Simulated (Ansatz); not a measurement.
**Mg4TeSe3: complex band structure**

Aim: relax a made-up compound, Mg4TeSe3, and see how good a tunnel barrier it would be. It is built by putting Te for S, Mg for Sr in the Sr4Se3S structure of space group R-3m, with the volume rescaled by atomic radii. The parent structure comes from the Materials Project.

Calculated with Ansatz 0.2.0; r2SCAN DFT, plane waves, PAW files, in the first sound run; inputs show where later runs differ.

The structure was built from a prototype and need not be the compound's stable phase.

## Step 1: The structure

Symmetry: R-3m, No. 166, trigonal system. Conventional cell: a = 3.962 Å, b = 3.962 Å, c = 38.848 Å, α = 90.00°, β = 90.00°, γ = 120.00°. Nearest to Mg lie 6 Se at 2.82 Å. Nearest to Mg lie 3 Te at 2.76 Å and 3 Se at 2.82 Å. Nearest to Se lie 6 Mg at 2.82 Å. Te has 6 Mg at 2.76 Å nearest. It derives from Sr4Se3S. Te for S, Mg for Sr in the Sr4Se3S structure of space group R-3m. Farther neighbours and most contacts between anions are not listed.

Coordinates:

```cif
data_structure
_symmetry_space_group_name_H-M 'R-3m:H'
_symmetry_Int_Tables_number 166
_cell_length_a 3.9623
_cell_length_b 3.9623
_cell_length_c 38.8479
_cell_angle_alpha 90.000
_cell_angle_beta 90.000
_cell_angle_gamma 120.000
_cell_volume 528.20
loop_
_atom_site_label
_atom_site_type_symbol
_atom_site_symmetry_multiplicity
_atom_site_Wyckoff_symbol
_atom_site_fract_x
_atom_site_fract_y
_atom_site_fract_z
_atom_site_occupancy
Mg1 Mg 6 c 0.00000 0.00000 0.87571 1
Mg2 Mg 6 c 0.66667 0.33333 0.70622 1
Se1 Se 6 c 0.33333 0.66667 0.91809 1
Se2 Se 3 b 0.66667 0.33333 0.83333 1
Te1 Te 3 a 0.00000 0.00000 0.00000 1
```

## Step 2: Cell and atoms at rest

The substituted atoms don't fit the parent's cell, so cell and atoms relax together. A small smearing keeps the run stable in case the gap closes on the way.

input.yaml reads:

```yaml
crystal:
  lattice:
    - [1.9811610435, 1.1438238618, 12.9493112668]
    - [-1.9811610435, 1.1438238618, 12.9493112668]
    - [0.0, -2.2876477236, 12.9493112668]
  atoms:
    - { symbol: Mg, position: [0.87570932, 0.87570932, 0.87570932] }
    - { symbol: Mg, position: [0.12429068, 0.12429068, 0.12429068] }
    - { symbol: Mg, position: [0.372891, 0.372891, 0.372891] }
    - { symbol: Mg, position: [0.627109, 0.627109, 0.627109] }
    - { symbol: Se, position: [0.25142701, 0.25142701, 0.25142701] }
    - { symbol: Se, position: [0.5, 0.5, 0.5] }
    - { symbol: Se, position: [0.74857299, 0.74857299, 0.74857299] }
    - { symbol: Te, position: [0.0, 0.0, 0.0] }
kpoints:
  mp_grid: { grid: [6, 6, 6] }
scf:
  occupations: { method: gaussian, width: 0.03 }
hamiltonian:
  xc: r2scan
output:
  forces: true
  stress: true
relax:
  f_tol: 0.02
  max_steps: 60
  cell: {}
```

Started as:

```console
ansatz run input.yaml --threads 2 --pin off --max-ram 4096MiB --backend cpu --events-out ev --progress --plain --runs-dir out
```

Numbers of over 12 decimals in the logs are rounded to 6 here.

The log of the run:

```text
basis.fft_grid_basis auto: the FFT boxes are laid along the combinations [[1, 0, -1], [0, 1, -1], [0, 0, 1]] of the cell's own vectors, 3.962, 3.962 and 13.150 Å long. The dense box has 30×30×96 points. Along the cell's own vectors, as sized, it would have 96×96×96, 10.24 times as many. Of the 12 symmetry operations that the crystal satisfies within crystal.symmetry.tolerance (time reversal apart; of a slab, those th [...]
Engine: ansatz 0.2.0, x86_64-unknown-linux-gnu
Pseudopotentials: kind: paw
Pseudopotential: Mg, paw, valence charge 10, recommended cutoff 500 eV (meta_gga), Mg.paw.azcp
Pseudopotential: Se, paw, valence charge 16, recommended cutoff 500 eV (meta_gga), Se.paw.azcp
Pseudopotential: Te, paw, valence charge 16, recommended cutoff 500 eV (meta_gga), Te.paw.azcp
Functional definition: r2SCAN
  parameter k0 = 0.174
  parameter k1 = 0.065
  parameter a1 = 4.9479
  exchange = r2scan_x(k0 = k0, k1 = k1, a1 = a1)
  correlation = r2scan_c
Crystal: 8 atoms, lattice volume = 176.067 Å³
Basis set: ecut = 500 eV, 4475 PW (Γ), FFT grids on a1−a3, a2−a3, a3, exchange–correlation on 120×120×384 points (64 copies of the dense FFT grid, shifted against one another)
Bands: 63, of which v1, the nominal top of the filled ones, is band 52 counted from 1 (51 counted from 0)
Symmetry: 12 space group operations
Space group: R-3m (ITA 166), of the structure as read, at distance tolerance 5.6e-5 Å
k-points: 32 of 216
Non-local potential: Mg, projectors of the file, l = 0: 3, l = 1: 2, l = 2: 1
Non-local potential: Se, projectors of the file, l = 0: 2, l = 1: 2, l = 2: 3, l = 3: 1
Non-local potential: Te, projectors of the file, l = 0: 2, l = 1: 2, l = 2: 2, l = 3: 2
PAW form: soft (Blöchl's): semilocal exchange-correlation on the pseudo side does not see the compensation charge
PAW frozen core: Mg, regenerated for the run's functional (the file was generated under x = pbe(κ = 0.804, μ = 0.219515), c = pbe(β = 0.066725))
PAW frozen core: Se, regenerated for the run's functional (the file was generated under x = pbe(κ = 0.804, μ = 0.219515), c = pbe(β = 0.066725))
PAW frozen core: Te, regenerated for the run's functional (the file was generated under x = pbe(κ = 0.804, μ = 0.219515), c = pbe(β = 0.066725))
PAW one-centre angular grid: Mg, 302 points (default); XC on 224 Gauss nodes
PAW one-centre angular grid: Se, 590 points (default); XC on 160 Gauss nodes
PAW one-centre angular grid: Te, 590 points (default); XC on 160 Gauss nodes
Initial density: superposition of atomic densities (neutral atoms: chi_scale 0, normalization atom), corrected by the library's trained network
Initial wavefunctions: pseudopotential atomic-orbital guess
Functional: x = r2scan, c = r2scan; τ floored in thin density (d = 2e-4 eV/Å³)
SCF iter   1: F=—  HF=-31144.780877 eV  |F-HF|=—  |Δ(HF+E_count)|=         —  Δρ=6.00e-3  dr2=4.72e-2  dr2_τ=2.06e-2  ethr=1.77e-3  ⟨swp⟩=8.5  Hψ=8583  notcnv=0  defer=12
preconditioner: auto → Resta (q_TF=auto, 2.499 Å⁻¹)  ε∞=3.3  [insulator: Δε(μ)=1.918 eV  Ē_g=10.510 eV  σ=0.030 eV  W_gap=1.00  n_scr=52 (ndim 8)  ℏωp=15.8 eV  f_vac=0.000  D(μ)=0.00/eV (n_scr^D=0)  ε∞_Penn≈3.3]
SCF iter   2: F=—  HF=-31144.930154 eV  |F-HF|=—  |Δ(HF+E_count)|=   1.49e-1  Δρ=3.09e-3  dr2=1.86e-2  dr2_τ=2.36e-4  ethr=4.54e-5  ⟨swp⟩=2.7  Hψ=4253  notcnv=0  defer=171
SCF iter   3: F=—  HF=-31144.929962 eV  |F-HF|=—  |Δ(HF+E_count)|=   1.93e-4  Δρ=8.53e-4  dr2=1.62e-3  dr2_τ=4.94e-5  ethr=1.78e-5  ⟨swp⟩=2.0  Hψ=2476  notcnv=0  defer=107
automatic band count: iteration 3 solves 61 bands in place of 63: the levels show a gap, and the empty bands left out lie too high to hold charge; the band table lists the bands solved (type scf.n_extra_bands for more)
SCF iter   4: F=—  HF=-31144.930107 eV  |F-HF|=—  |Δ(HF+E_count)|=   1.45e-4  Δρ=2.53e-4  dr2=9.99e-5  dr2_τ=2.48e-6  ethr=1.56e-6  ⟨swp⟩=2.0  Hψ=2354  notcnv=0  defer=107
SCF iter   5: F=—  HF=-31144.930030 eV  |F-HF|=—  |Δ(HF+E_count)|=   7.67e-5  Δρ=6.39e-5  dr2=1.13e-5  dr2_τ=4.96e-7  ethr=9.61e-8  ⟨swp⟩=2.0  Hψ=3381  notcnv=0  defer=107
SCF iter   6: F=—  HF=-31144.930028 eV  |F-HF|=—  |Δ(HF+E_count)|=   1.70e-6  Δρ=1.55e-5  dr2=5.86e-7  dr2_τ=1.12e-8  ethr=1.09e-8  ⟨swp⟩=2.0  Hψ=3381  notcnv=0  defer=107
SCF iter   7: F=-31144.930029 eV  HF=-31144.930029 eV  |F-HF|=6.72e-9  |Δ(HF+E_count)|=   1.89e-7  Δρ=3.75e-6  dr2=3.37e-8  dr2_τ=5.93e-10  ethr=9.62e-11  ⟨swp⟩=5.0  Hψ=6651  notcnv=0
SCF 1 converged in 7 iterations: F = -31144.930029 eV  dr2 = 3.37e-8
  greatest PAW one-centre occupation: 1.000 electrons in one spin orbital (limit 2), on the Mg atom at site 3 (counted from 0), in its partial waves of l = 0
relax step   1: F+E_penalty+E_count = -31144.93002858 eV  Δ(F+E_penalty+E_count) = +0.000e0 eV  max|allowed force component| = 1.613e0 eV/Å  Δτ_max = 0.0000 Å  P = +0.545 GPa  Ω = 176.067 Å³  (7 SCF iters, dr2 threshold 1.00e-7 eV, accepted)
Crystal: 8 atoms, lattice volume = 176.852 Å³
Basis set: ecut = 500 eV, 4523 PW (Γ), FFT grids on a1−a3, a2−a3, a3, exchange–correlation on 120×120×384 points (64 copies of the dense FFT grid, shifted against one another)
Initial density: handed on by an earlier stage of this run
Initial wavefunctions: those handed on with the density
iter 1 solved again at ethr=1.82e-4 eV; its pass at ethr=3.10e-3 eV (dr2=1.89e-1 eV) is discarded
SCF iter   1: F=—  HF=-31144.976979 eV  |F-HF|=—  |Δ(HF+E_count)|=         —  Δρ=1.34e-2  dr2=1.97e-1  dr2_τ=3.66e-1  ethr=1.82e-4  ⟨swp⟩=2.1  Hψ=8437  notcnv=0
automatic band count: iteration 1 solves 60 bands in place of 63: the levels show a gap, and the empty bands left out lie too high to hold charge; the band table lists the bands solved (type scf.n_extra_bands for more)
preconditioner: auto → Resta (q_TF=auto, 2.497 Å⁻¹)  ε∞=3.6  [insulator: Δε(μ)=1.420 eV  Ē_g=9.860 eV  σ=0.030 eV  W_gap=1.00  n_scr=52 (ndim 8)  ℏωp=15.8 eV  f_vac=0.000  D(μ)=0.00/eV (n_scr^D=0)  ε∞_Penn≈3.6]
SCF iter   2: F=—  HF=-31145.277260 eV  |F-HF|=—  |Δ(HF+E_count)|=   3.00e-1  Δρ=7.46e-3  dr2=4.64e-2  dr2_τ=2.62e-3  ethr=1.82e-4  ⟨swp⟩=3.6  Hψ=4061  notcnv=0
SCF iter   3: F=—  HF=-31145.297532 eV  |F-HF|=—  |Δ(HF+E_count)|=   2.03e-2  Δρ=1.24e-3  dr2=2.32e-3  dr2_τ=1.17e-4  ethr=4.46e-5  ⟨swp⟩=2.1  Hψ=3894  notcnv=0  defer=54
SCF iter   4: F=—  HF=-31145.299739 eV  |F-HF|=—  |Δ(HF+E_count)|=   2.21e-3  Δρ=3.85e-4  dr2=2.42e-4  dr2_τ=4.01e-6  ethr=2.23e-6  ⟨swp⟩=2.0  Hψ=3662  notcnv=0  defer=54
SCF iter   5: F=—  HF=-31145.299798 eV  |F-HF|=—  |Δ(HF+E_count)|=   5.86e-5  Δρ=8.78e-5  dr2=2.54e-5  dr2_τ=1.10e-6  ethr=2.33e-7  ⟨swp⟩=2.0  Hψ=3412  notcnv=0  defer=54
SCF iter   6: F=—  HF=-31145.299786 eV  |F-HF|=—  |Δ(HF+E_count)|=   1.16e-5  Δρ=4.78e-5  dr2=2.88e-6  dr2_τ=1.09e-7  ethr=2.45e-8  ⟨swp⟩=2.0  Hψ=3399  notcnv=0  defer=54
SCF iter   7: F=-31145.299789 eV  HF=-31145.299789 eV  |F-HF|=1.22e-8  |Δ(HF+E_count)|=   2.50e-6  Δρ=7.98e-6  dr2=1.19e-7  dr2_τ=7.42e-9  ethr=7.69e-10  ⟨swp⟩=4.9  Hψ=6439  notcnv=0
SCF 2 converged in 7 iterations: F = -31145.299789 eV  dr2 = 1.19e-7
relax step   2: F+E_penalty+E_count = -31145.29978873 eV  Δ(F+E_penalty+E_count) = -3.698e-1 eV  max|allowed force component| = 3.657e-1 eV/Å  Δτ_max = 0.1949 Å  P = -0.414 GPa  Ω = 176.852 Å³  energy of the carried Pulay correction = -8.717e-5 eV  (7 SCF iters, dr2 threshold 8.00e-7 eV, accepted)
Crystal: 8 atoms, lattice volume = 174.650 Å³
Basis set: ecut = 500 eV, 4391 PW (Γ), FFT grids on a1−a3, a2−a3, a3, exchange–correlation on 120×120×384 points (64 copies of the dense FFT grid, shifted against one another)
iter 1 solved again at ethr=1.40e-4 eV; its pass at ethr=3.10e-3 eV (dr2=1.46e-1 eV) is discarded
SCF iter   1: F=—  HF=-31145.190639 eV  |F-HF|=—  |Δ(HF+E_count)|=         —  Δρ=1.05e-2  dr2=1.49e-1  dr2_τ=2.00e-1  ethr=1.40e-4  ⟨swp⟩=2.3  Hψ=8919  notcnv=0
automatic band count: iteration 1 solves 60 bands in place of 63: the levels show a gap, and the empty bands left out lie too high to hold charge; the band table lists the bands solved (type scf.n_extra_bands for more)
preconditioner: auto → Resta (q_TF=auto, 2.502 Å⁻¹)  ε∞=3.6  [insulator: Δε(μ)=1.105 eV  Ē_g=9.912 eV  σ=0.030 eV  W_gap=1.00  n_scr=52 (ndim 8)  ℏωp=15.9 eV  f_vac=0.000  D(μ)=0.00/eV (n_scr^D=0)  ε∞_Penn≈3.6]
SCF iter   2: F=—  HF=-31145.339993 eV  |F-HF|=—  |Δ(HF+E_count)|=   1.49e-1  Δρ=5.73e-3  dr2=2.62e-2  dr2_τ=1.36e-3  ethr=1.40e-4  ⟨swp⟩=3.6  Hψ=4119  notcnv=0
SCF iter   3: F=—  HF=-31145.348935 eV  |F-HF|=—  |Δ(HF+E_count)|=   8.94e-3  Δρ=1.29e-3  dr2=2.02e-3  dr2_τ=1.00e-4  ethr=2.52e-5  ⟨swp⟩=2.0  Hψ=3970  notcnv=0  defer=50
SCF iter   4: F=—  HF=-31145.350907 eV  |F-HF|=—  |Δ(HF+E_count)|=   1.97e-3  Δρ=2.73e-4  dr2=1.77e-4  dr2_τ=4.74e-6  ethr=1.94e-6  ⟨swp⟩=2.0  Hψ=3713  notcnv=0  defer=50
SCF iter   5: F=—  HF=-31145.350851 eV  |F-HF|=—  |Δ(HF+E_count)|=   5.60e-5  Δρ=8.44e-5  dr2=1.95e-5  dr2_τ=6.14e-7  ethr=1.70e-7  ⟨swp⟩=2.0  Hψ=3406  notcnv=0  defer=50
SCF iter   6: F=—  HF=-31145.350852 eV  |F-HF|=—  |Δ(HF+E_count)|=   1.52e-6  Δρ=2.95e-5  dr2=1.52e-6  dr2_τ=1.96e-8  ethr=1.88e-8  ⟨swp⟩=2.0  Hψ=3406  notcnv=0  defer=50
SCF iter   7: F=-31145.350853 eV  HF=-31145.350853 eV  |F-HF|=1.73e-8  |Δ(HF+E_count)|=   1.27e-6  Δρ=5.84e-6  dr2=5.84e-8  dr2_τ=1.26e-9  ethr=7.69e-10  ⟨swp⟩=4.1  Hψ=6437  notcnv=0
SCF 3 converged in 7 iterations: F = -31145.350853 eV  dr2 = 5.84e-8
  greatest PAW one-centre occupation: 1.000 electrons in one spin orbital (limit 2), on the Mg atom at site 1 (counted from 0), in its partial waves of l = 0
relax step   3: F+E_penalty+E_count = -31145.35085348 eV  Δ(F+E_penalty+E_count) = -5.106e-2 eV  max|allowed force component| = 1.993e-1 eV/Å  Δτ_max = 0.1257 Å  P = +0.228 GPa  Ω = 174.650 Å³  energy of the carried Pulay correction = +1.581e-4 eV  (7 SCF iters, dr2 threshold 8.00e-7 eV, accepted)
[...]
relax step   4: F+E_penalty+E_count = -31145.35988416 eV  Δ(F+E_penalty+E_count) = -9.031e-3 eV  max|allowed force component| = 1.246e-2 eV/Å  Δτ_max = 0.0321 Å  P = +0.007 GPa  Ω = 175.256 Å³  energy of the carried Pulay correction = +9.034e-5 eV  (6 SCF iters, dr2 threshold 8.00e-7 eV, accepted)
[...]
relax step   5: F+E_penalty+E_count = -31145.36003190 eV  Δ(F+E_penalty+E_count) = -1.477e-4 eV  max|allowed force component| = 2.941e-3 eV/Å  Δτ_max = 0.0015 Å  P = +0.007 GPa  Ω = 175.253 Å³  energy of the carried Pulay correction = +9.067e-5 eV  (5 SCF iters, dr2 threshold 3.36e-8 eV, accepted)
Initial wavefunctions: pseudopotential atomic-orbital guess (no wavefunctions were taken with the density)
iter 1 solved again at ethr=3.02e-8 eV; its pass at ethr=3.10e-3 eV (dr2=3.14e-5 eV) is discarded
SCF iter   1: F=—  HF=-31145.360024 eV  |F-HF|=—  |Δ(HF+E_count)|=         —  Δρ=3.10e-6  dr2=5.53e-9  dr2_τ=1.07e-8  ethr=3.02e-8  ⟨swp⟩=4.1  Hψ=14330  notcnv=0
preconditioner: auto → Resta (q_TF=auto, 2.501 Å⁻¹)  ε∞=3.3  [insulator: Δε(μ)=1.038 eV  Ē_g=10.511 eV  σ=0.030 eV  W_gap=1.00  n_scr=52 (ndim 8)  ℏωp=15.9 eV  f_vac=0.000  D(μ)=0.00/eV (n_scr^D=0)  ε∞_Penn≈3.3]
SCF iter   2: F=—  HF=-31145.359941 eV  |F-HF|=—  |Δ(HF+E_count)|=   8.29e-5  Δρ=1.47e-6  dr2=1.77e-9  dr2_τ=1.89e-10  ethr=5.32e-12  ⟨swp⟩=3.2  Hψ=4539  notcnv=0
SCF iter   3: F=—  HF=-31145.359941 eV  |F-HF|=—  |Δ(HF+E_count)|=   1.99e-9  Δρ=8.04e-7  dr2=5.96e-10  dr2_τ=3.23e-11  ethr=1.71e-12  ⟨swp⟩=2.0  Hψ=2688  notcnv=0
SCF iter   4: F=-31145.359941 eV  HF=-31145.359941 eV  |F-HF|=3.27e-11  |Δ(HF+E_count)|=   1.11e-9  Δρ=1.55e-7  dr2=5.34e-11  dr2_τ=1.10e-12  ethr=1.00e-12  ⟨swp⟩=3.4  Hψ=7707  notcnv=0
SCF 6 converged in 4 iterations: F = -31145.359941 eV  dr2 = 5.34e-11
relax step   6: F+E_penalty+E_count = -31145.35994101 eV  Δ(F+E_penalty+E_count) = +9.089e-5 eV  max|allowed force component| = 2.920e-3 eV/Å  Δτ_max = 0.0000 Å  P = +0.006 GPa  Ω = 175.253 Å³  stress off target by 1.43e-2 GPa  SCF on the basis re-selected at this cell (its energy is not comparable with the rows above)  (4 SCF iters)
basis re-selected at this cell: Δ(F+E_penalty+E_count) = +9.089e-5 eV, ΔP = -0.001 GPa vs the last step (what re-selecting the basis moved, of the pressure what is left beyond the Pulay correction that the steps carried, after the strain that the cell walked since its last selection, with what the two solves' SCF thresholds leave and, on support functions, any second-order correction that the steps lacked; it is no m [...]
SCF converged after 4 iterations
Free energy (F): -31145.359941 eV
Harris-Foulkes:  -31145.359941 eV  (|F-HF|=3.27e-11)
Internal energy: -31145.359941 eV  (E = F + TS)
E sigma→0 (E₀):  -31145.359941 eV
Fermi energy:    8.921406 eV
--- Per-component energies (eV) ---
  E_band       = -2822.083212
  E_kinetic    = 847.081234
  E_local      = -14452.035176  (includes V_loc(G=0)·N_el)
  E_nonlocal   = -1716.135044
  E_hartree    = 6503.878544
  E_xc         = -524.489157
  E_vxc        = -593.479434  (∫ρ·V_xc dr)
  E_paw        = -11648.135064  (= ΣΔE_a)
  E_vpaw       = 52.409951  (= ΣTr[D̂ρ^β])
  E_aug_tail   = -0.000676  (compensation charges beyond the density's cutoff)
  E_vtau       = 32.318845  (kinetic-family band-sum trace: ∫τ·v_τ [+ j·A + Jᵃ·Aᵃ] dr)
  E_ewald      = -10150.410314
  E_core_change = -5.114288  (= ΣΔE_core)
  E_smearing   = -0.000000  (= −TS)
  E_closure    = -0.000000  (closes the sum)
  Σ components = -31145.359941   (vs F -31145.359941, Δ=0.00e0)
--- Forces (eV/Å), atoms counted from 1 ---
  atom   1  Mg    -0.00000000    -0.00000000     0.00006455
  atom   2  Mg     0.00000000     0.00000000    -0.00006455
  atom   3  Mg    -0.00000000    -0.00000000    -0.00027868
  atom   4  Mg     0.00000000     0.00000000     0.00027868
  atom   5  Se     0.00000000    -0.00000000    -0.00292001
  atom   6  Se     0.00000000    -0.00000000    -0.00000000
  atom   7  Se    -0.00000000     0.00000000     0.00292001
  atom   8  Te    -0.00000000     0.00000000     0.00000000
  max |Σ_I F_I| component: 8.67e-19 eV/Å
--- Stress (GPa, compression-positive) ---
        0.014256       0.000000      -0.000000
        0.000000       0.014256       0.000000
       -0.000000       0.000000      -0.010324
  P = ⅓ Tr σ = 0.0061 GPa (0.061 kbar)
--- Relaxed structure (5 steps of the walk, 5 accepted, 1 SCFs on fresh bases) ---
  F+E_penalty+E_count = -31145.35994101 eV   max|allowed force component| = 2.920e-3 eV/Å   (the final SCF, on the basis selected at the relaxed cell)
  cell:  # Å, volume = 175.2530 Å³
    - [1.978446, 1.142256, 12.924876]
    - [-1.978446, 1.142256, 12.924876]
    - [0, -2.284513, 12.924876]
  atoms:
    - { symbol: Mg, position: [0.873604, 0.873604, 0.873604] }
    - { symbol: Mg, position: [0.126396, 0.126396, 0.126396] }
    - { symbol: Mg, position: [0.379288, 0.379288, 0.379288] }
    - { symbol: Mg, position: [0.620712, 0.620712, 0.620712] }
    - { symbol: Se, position: [0.247224, 0.247224, 0.247224] }
    - { symbol: Se, position: [0.5, 0.5, 0.5] }
    - { symbol: Se, position: [0.752776, 0.752776, 0.752776] }
    - { symbol: Te, position: [0, 0, 0] }
```

The job ended after 63 s (2 threads of AMD EPYC 7R43, shared host; peak memory 1.1 GiB).

Step by step:

```csv
step,energy less that of the first step (eV),largest force component (eV/Å),pressure (GPa),volume (Å³)
1,0.0000,1.6134,0.55,176.07
2,-0.3698,0.3657,-0.41,176.85
3,-0.4208,0.1993,0.23,174.65
4,-0.4299,0.0125,0.01,175.26
5,-0.4300,0.0029,0.01,175.25
6*,-0.4299,0.0029,0.01,175.25
```

Relaxation steps marked * repeat the geometry before them on a plane-wave basis chosen anew for their cell, so energy and pressure can jump there.

The run keeps the 12 symmetry operations that it works with, so distortions that break them were not tested.

```csv
"conventional cell, symmetrised",before,after,change
a (Å),3.962,3.957,-0.1 %
b (Å),3.962,3.957,-0.1 %
c (Å),38.848,38.775,-0.2 %
volume (Å³/atom),22.01,21.91,-0.5 %
```

The atoms that moved most (Å, as changes of fractional coordinates times the final cell):

```
atom     dx     dy      dz  length
 Mg4  0.000  0.000  -0.248   0.248
 Mg3  0.000  0.000   0.248   0.248
 Se5  0.000  0.000  -0.163   0.163
 Se7  0.000  0.000   0.163   0.163
 Mg1  0.000  0.000  -0.082   0.082
 Mg2  0.000  0.000   0.082   0.082
```

Final coordinates:

```cif
data_structure
_symmetry_space_group_name_H-M 'P 1'
_symmetry_Int_Tables_number 1
_cell_length_a 13.1252
_cell_length_b 13.1252
_cell_length_c 13.1252
_cell_angle_alpha 17.339
_cell_angle_beta 17.339
_cell_angle_gamma 17.339
_cell_volume 175.25
loop_
_atom_site_label
_atom_site_type_symbol
_atom_site_fract_x
_atom_site_fract_y
_atom_site_fract_z
_atom_site_occupancy
Mg1 Mg 0.87360 0.87360 0.87360 1
Mg2 Mg 0.12640 0.12640 0.12640 1
Mg3 Mg 0.37929 0.37929 0.37929 1
Mg4 Mg 0.62071 0.62071 0.62071 1
Se5 Se 0.24722 0.24722 0.24722 1
Se6 Se 0.50000 0.50000 0.50000 1
Se7 Se 0.75278 0.75278 0.75278 1
Te8 Te 0.00000 0.00000 0.00000 1
```

This step gave:

```yaml
free_energy: -31145.3599 eV
fermi_energy: 8.921 eV
pressure: 0.006062 GPa
```

The largest force component on a free atom ends at 0.0029 eV/Å.

[end of part 1 of 3]

[Logs are printed without paths, hosts, clocks, repeated set-up lines and the standing remarks that a program may print on its own settings, such as how far it seeks lower states.]

[Hosts, paths, dates, database ids (printed as entryN), source tags and the programs' standing remarks are cut or masked in the printed files.]
